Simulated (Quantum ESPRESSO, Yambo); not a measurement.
# A GW chain in Yambo: SnSe2 (1T monolayer), part 2 of 2

How does a plane-wave GW calculation on SnSe2 (1T monolayer) run from the first input to the gap?

Quantum ESPRESSO 7.5 and Yambo 5.3.0; PBE and many-body steps on it, plane waves. Known limits of the many-body steps: not at the basis limit; no spin-orbit coupling.

So far. Step 2 (Ground state): The gap is indirect, with the least direct gap 0.30 eV higher. Step 3 (Empty states on the mesh, 6×6×1 mesh, 126 bands): On this mesh the gap is 0.793 eV.

### Step 5. Screening and self-energy, 6×6×1 mesh, 126 bands, screening to 108.8 eV

Now the one-shot GW correction: screening in the RPA, then the self-energy of the levels asked for.

This step: G0W0 on PBE, plane waves, norm-conserving pseudopotentials.

gw1.in

```
HF_and_locXC
gw0
dyson
ppa
em1d
rim_cut
rim_w
RandQpts= 3000000
RandGvec= 100 RL
CUTGeo= "slab z"
RandGvecW= 9 RL
EXXRLvcs= 104 Ry
VXCRLvcs= 416 Ry
Chimod= "HARTREE"
% BndsRnXp
 1 | 126 |
%
NGsBlkXp= 8 Ry
% LongDrXp
 1 | 1 | 0 |
%
% GbndRnge
 1 | 126 |
%
DysSolver= "n"
ExtendOut
PPAPntXp= 27.21138 eV
% QPkrange
 2 | 2 | 34 | 37 |
 4 | 4 | 34 | 37 |
 1 | 1 | 34 | 37 |
%
```

Run with:

```console
$ OMP_NUM_THREADS=2 mpirun -n 2 yambo -F gw1.in -J gw1 -C gw1 > gw1.log
```

Output:

```text
 Yambo, version 5.3.0

 [02] CORE Variables Setup
 =========================

  [... cell, symmetries and grids as in the set-up ...]

  [02.05] Energies & Occupations
  ==============================

  [X] === General ===
  [X] Electronic Temperature                        :  0.000000  0.000000 [eV K]
  [X] Bosonic    Temperature                        :  0.000000  0.000000 [eV K]
  [X] Finite Temperature mode                       : no
  [X] El. density                                   :  0.35918E+24 [cm-3]
  [X] Fermi Level                                   :  0.130243 [eV]

  [X] === Gaps and Widths ===
  [X] Conduction Band Min                           :  0.793470 [eV]
  [X] Valence Band Max                              :  0.000000 [eV]
  [X] Filled Bands                                  :   35
  [X] Empty Bands                                   :   36  126
  [X] Direct Gap                                    :  1.097955 [eV]
  [X] Direct Gap localized at k                     :   4
  [X] Indirect Gap                                  :  0.793470 [eV]
  [X] Indirect Gap between kpts                     :   2   4
  [X] Last valence band width                       :  0.765719 [eV]
  [X] 1st conduction band width                     :  1.360906 [eV]

 [03] Transferred momenta grid and indexing
 ==========================================

 IBZ Q-points                                      :   7
 BZ  Q-points                                      :   36

 K/Q-points units:
 rlu = crystal or reduced units; cc = cartesian coordinates; iku = interal k-units

 Q [1]          [rlu]:  0.000000  0.000000  0.000000
 Q [2]          [rlu]:  0.52950E-17  0.16667       0.0000
 Q [3]          [rlu]:  0.10590E-16  0.33333       0.0000
 Q [4]          [rlu]: -0.15885E-16 -0.50000       0.0000
 Q [5]          [rlu]:  0.166667  0.166667  0.000000
 Q [6]          [rlu]:  0.166667  0.333333  0.000000
 Q [7]          [rlu]:  0.333333  0.333333  0.000000

 [04] Coloumb potential Random Integration (RIM)
 ===============================================

 Performing RIM of v_slab

  [04.01] RIM initialization
  ==========================

  * Diagonal components only detected *

  8 x (sBL volume)        :  0.041913 [a.u.]
  sBZ random points       :  3000000
  Points outside the sBZ  :  24000829
  RL volume               :  0.188608 [a.u.]
  Integrated volume       :  0.188602 [a.u.]

  [04.02] RIM integrals
  =====================

  Gamma point sphere radius             :  0.038790 [a.u.]
  Points outside the sphere             :  2398884
  [Int_sBZ(q=0) 1/q^2]*(Vol_sBZ)^(-1/3) =:  7.486587
                                 should be <:  7.795600

  Summary of Coulomb integrals for non-metallic bands |Q|[au] RIM/Bare

  Q [1] 0.100000E-4 0.960361 * Q [2] 0.165203 0.997162
  Q [5] 0.286140 1.024516 * Q [3] 0.330407 1.023483
  Q [6] 0.437087 1.017692 * Q [4] 0.495610 1.014569
  Q [7] 0.572281 1.011393
  Non-periodic chartesian directions : none
  Optical renormalization            :  28.34589 [au]
  Polarizability dimension           : length

 [05] Coloumb potential CutOffslab
 =================================

 Cut directionsZ
 Slab Cutoff:Z
 Symmetry test passed : yes

 [06] Dipoles
 ============

  [06.01] Setup: observables and procedures
  =========================================

  [WARNING] [x,Vnl] slows the Dipoles computation. To neglect it rename the ns.kb_pp file

 [07] Dynamic Dielectric Matrix (PPA)
 ====================================

 [WR./gw1//ndb.pp]---------------------------------------------------------------
  Brillouin Zone Q/K grids (IBZ/BZ)                :    7   36    7   36
  RL vectors                                       :  27517 [WF]
  Coulomb cutoff potential                         : slab z
  Electronic Temperature                           :  0.000000 [K]
  Bosonic    Temperature                           :  0.000000 [K]
  PPA    diel. fun.  energies                      : Perdew, Burke & Ernzerhof(X)+Perdew, Burke & Ernzerhof(C)
  wavefunctions                                    : Perdew, Burke & Ernzerhof(X)+Perdew, Burke & Ernzerhof(C)
  Global Gauge                                     : length
  X matrix size                                    :   523
  X band range                                     :    1  126
  X e/h energy range                               : -1.000000 -1.000000 [eV]
  X Time ordering                                  : R
  X Hxc Kernel                                     : HARTREE
  X Drude frequency                                :  0.000000  0.000000
  X poles                                          :  100.0000 [o/o]
  RL vectors in the sum                            :  27517
  [r,Vnl] included                                 : yes
  Field direction                                  :  0.707107E-5  0.707107E-5   0.00000
  BZ energy Double Grid                            : no
  BZ energy DbGd points                            : 0
  BZ Q point size factor                           : -1.000000
  X Optical Averaged directions                    : none

 [08] Local Exchange-Correlation + Non-Local Fock
 ================================================

 [VXC] Plane waves :  188435
 [EXS] Plane waves :  23595

 QP @ state[ 1 ] K range:  1  2
 QP @ state[ 1 ] b range:   34   37
 QP @ state[ 2 ] K range:   4   4
 QP @ state[ 2 ] b range:   34   37

 [xc] Functional : Perdew, Burke & Ernzerhof(X)+Perdew, Burke & Ernzerhof(C)
 [xc] LIBXC used to calculate xc functional
  PP Number of Atomic Species                      :  2
  NLCC RL compoments                               :  188435
  PP Number of Atomic Species                      :  2
  NLCC RL compoments                               :  188435

 [xc] E_xc :  -68.29966 [Ha]
      E_xc :  -136.5993 [Ry]

  Local XC kind (lXC) : Perdew, Burke & Ernzerhof(X)+Perdew, Burke & Ernzerhof(C)
  Non-Local XC kind (nlXC) : Hartree-Fock

  Corrections @ K [1] :  [eV]
 <34|nlXC|34> = -16.39469 -0.22102E-17 <34|lXC|34> = -14.46273  0.18882E-15
 <35|nlXC|35> = -16.39474 -0.65279E-19 <35|lXC|35> = -14.46273  0.37763E-15
 <36|nlXC|36> = -10.20108 -0.18240E-17 <36|lXC|36> = -13.19857  0.000000
 <37|nlXC|37> = -7.445384 -0.36700E-17 <37|lXC|37> = -11.34881  0.18882E-15

  Corrections @ K [2] :  [eV]
 <34|nlXC|34> = -15.67429  0.91081E-17 <34|lXC|34> = -12.98765  0.000000
 <35|nlXC|35> = -16.41479 -0.76861E-17 <35|lXC|35> = -14.45776  0.000000
 <36|nlXC|36> = -10.79652  0.28544E-17 <36|lXC|36> = -14.21539  0.47204E-16
 <37|nlXC|37> = -6.998860  0.19839E-17 <37|lXC|37> = -10.94434  0.000000

  Corrections @ K [4] :  [eV]
 <34|nlXC|34> = -16.01289  0.40657E-17 <34|lXC|34> = -13.46420  0.94408E-16
 <35|nlXC|35> = -16.32462  0.99594E-17 <35|lXC|35> = -14.16544  0.000000
 <36|nlXC|36> = -9.763037  0.36022E-18 <36|lXC|36> = -12.75144 -0.53105E-16
 <37|nlXC|37> = -7.061095 -0.27516E-17 <37|lXC|37> = -11.14237 -0.27290E-15

 [09] Dyson equation: Newton solver
 ==================================

  [09.01] RIM-W interpolation
  ===========================

  [WARNING] RIM-W works only for 2D semiconductors with slab cutoff
  Found compatible q grid: 2D
  q_min[ 1 ]:  0.16667      0.41331E-11   0.0000     [rlu]
   0.166667  0.083333  0.000000 [iku]
  q_min[ 2 ]:  0.41999E-11  0.16667       0.0000     [rlu]
  -0.76873E-12  0.16667       0.0000     [iku]
  G-vectors :   9
  G-vectors loaded:   61
  Number of interpolated frequencies:  2

  Evaluating coefficients q = 0
  Evaluating coefficients q = 0

  [09.02] RIM-W integrals
  =======================

  8 x (sBL volume)        :  0.041913 [a.u.]
  sBZ random points       :  3000000
  Points outside the sBZ  :  24000829
  RL volume               :  0.188608 [a.u.]
  Integrated volume       :  0.188602 [a.u.]

  [09.03] RIM integrals
  =====================

  Comparison between head Wc = W - v averages: < Wc > [au] RIM-W/RIM

   < -Wc [Q = 1] > 0.333188E-1 0.415149E-4 * < -Wc [Q = 2] > 0.005517 0.005351
   < -Wc [Q = 3] > 0.001068 0.001049 * < -Wc [Q = 4] > 0.369597E-3 0.365533E-3
   < -Wc [Q = 5] > 0.001543 0.001513 * < -Wc [Q = 6] > 0.525519E-3 0.520443E-3
   < -Wc [Q = 7] > 0.255522E-3 0.254239E-3

  Comparison between head Wc = W - v averages: < Wc > [au] RIM-W/RIM

   < -Wc [G = 1,G`=0] > 0.333188E-1 0.415149E-4 * < -Wc [G = 2,G`=0] >-0.001764 0.000000
   < -Wc [G = 3,G`=0] >-0.001764 0.000000 * < -Wc [G = 4,G`=0] >-0.262009E-4  0.00000
   < -Wc [G = 5,G`=0] >-0.261825E-4  0.00000 * < -Wc [G = 6,G`=0] > 0.149540E-3  0.00000
   < -Wc [G = 7,G`=0] > 0.149518E-3  0.00000 * < -Wc [G = 8,G`=0] >-0.223569E-4  0.00000
   < -Wc [G = 9,G`=0] >-0.223551E-4  0.00000

 [10] G0W0 (W PPA)
 =================

 [  GW  ] Bands range     :    1  126
 [GW/PPA] G damping       :  0.100000 [eV]

 QP @ state[ 1 ] K range:  1  2
 QP @ state[ 1 ] b range:   34   37
 QP @ state[ 2 ] K range:   4   4
 QP @ state[ 2 ] b range:   34   37

  Sc/G bands                                       :    1  126
  Sc/G damping                                     :  0.100000 ev
  Sc bands terminator                              : no
  Sx RL components                                 :  23595

  QP @ state[ 1 ] K range                          :  1  2
  QP @ state[ 1 ] b range                          :   34   37
  QP @ state[ 2 ] K range                          :   4   4
  QP @ state[ 2 ] b range                          :   34   37
  GF energies kind                                 : Perdew, Burke & Ernzerhof(X)+Perdew, Burke & Ernzerhof(C)
  GF WF`s kind                                     : Perdew, Burke & Ernzerhof(X)+Perdew, Burke & Ernzerhof(C)
  Xs energies kind                                 : Perdew, Burke & Ernzerhof(X)+Perdew, Burke & Ernzerhof(C)
  Xs WF`s kind                                     : Perdew, Burke & Ernzerhof(X)+Perdew, Burke & Ernzerhof(C)

 [14] Game Over & Game summary
```

Wall time 11 min (2 MPI ranks of Arm Neoverse V1, shared host); peak memory 3 GiB; 33 min of CPU time.

Numbers from this step:

```yaml
g0w0_gap_on_the_points_computed: 1.867 eV
starting_gap_on_the_mesh: 0.7935 eV
k_of_the_valence_top: 0, 0.1667, 0
k_of_the_conduction_bottom: 0, -0.5, 0
least_direct_g0w0_gap_on_the_computed_points: 2.236 eV
z_at_the_valence_top: 0.7470
z_at_the_conduction_bottom: 0.7635
```

The gap on the mesh goes from 0.79 eV to 1.87 eV, a correction of +1.07 eV. The start differs from the 0.84 eV found before because the two sample other k points.

Limits: finite bands, cutoff and mesh; no spin-orbit coupling. v1 is the top filled band, c1 the lowest empty one. Levels before and after the correction, in eV, zero at the valence-band top of each column:

```csv
,conduction bottom,valence top
Kohn-Sham,0.79,0.00
G0W0,1.87,0.00
```

```csv
,level,energy (eV)
Kohn-Sham,(0 0.167 0) v2,-0.850
Kohn-Sham,(0 0.167 0) v1,0.000
Kohn-Sham,(0 0.167 0) c1,2.154
Kohn-Sham,(0 0.167 0) c2,3.812
Kohn-Sham,(0 -0.5 0) v2,-0.643
Kohn-Sham,(0 -0.5 0) v1,-0.304
Kohn-Sham,(0 -0.5 0) c1,0.793
Kohn-Sham,(0 -0.5 0) c2,4.101
G0W0,(0 0.167 0) v2,-1.085
G0W0,(0 0.167 0) v1,0.000
G0W0,(0 0.167 0) c1,3.418
G0W0,(0 0.167 0) c2,4.773
G0W0,(0 -0.5 0) v2,-0.833
G0W0,(0 -0.5 0) v1,-0.369
G0W0,(0 -0.5 0) c1,1.867
G0W0,(0 -0.5 0) c2,5.087
```

### Step 6. Where the time went

Times are wall times on the hardware named with each run, good to a factor of about two.

```csv
step,time,share,memory (GiB)
ground state,61 s,8 %,1.0
empty states on the mesh,64 s,8 %,1.4
conversion and set-up,3.9 s,1 %,0.27
screening and self-energy,11 min,83 %,3.0
```

### Step 7. Results

| Item | Value |
| --- | --- |
| PBE gap | 0.84 eV, indirect |
| G0W0 gap on the mesh | 1.87 eV |
| GW settings | 6×6×1 mesh, 126 bands, screening to 108.8 eV, Godby-Needs plasmon pole |
| known limits | not at the basis limit; no spin-orbit coupling |

**Reading.** G0W0 moves the gap on the mesh from 0.79 eV to 1.87 eV (+1.07 eV), with Z of 0.75 and 0.76 at the edges. Only 3 of the mesh's irreducible points were corrected, so a valley elsewhere could overtake. The dearest step here is «screening and self-energy». Bands and cutoff are finite, so the gap is not at the basis limit. The miss can reach some tenths of an eV and take either sign; the mesh is an error of its own. In the G0W0 run levels were corrected at 3 k points alone, so a gap called «on the mesh» is the least over those, and an edge elsewhere would be missed. The many-body steps are scalar-relativistic: spin-orbit coupling is not in them.

[Paths, hosts, dates, memory and timing lines, banners, echoed tables and standing remarks are left out of the program output.]

[Logs are printed without paths, hosts, clocks, repeated set-up lines and the standing remarks that a program may print on its own settings, such as how far it seeks lower states.]

[Runs of the session that timed out or met a known fault of the program may be left out.]

[Hosts, paths, dates, database ids (printed as entryN), source tags and the programs' standing remarks are cut or masked in the printed files.]
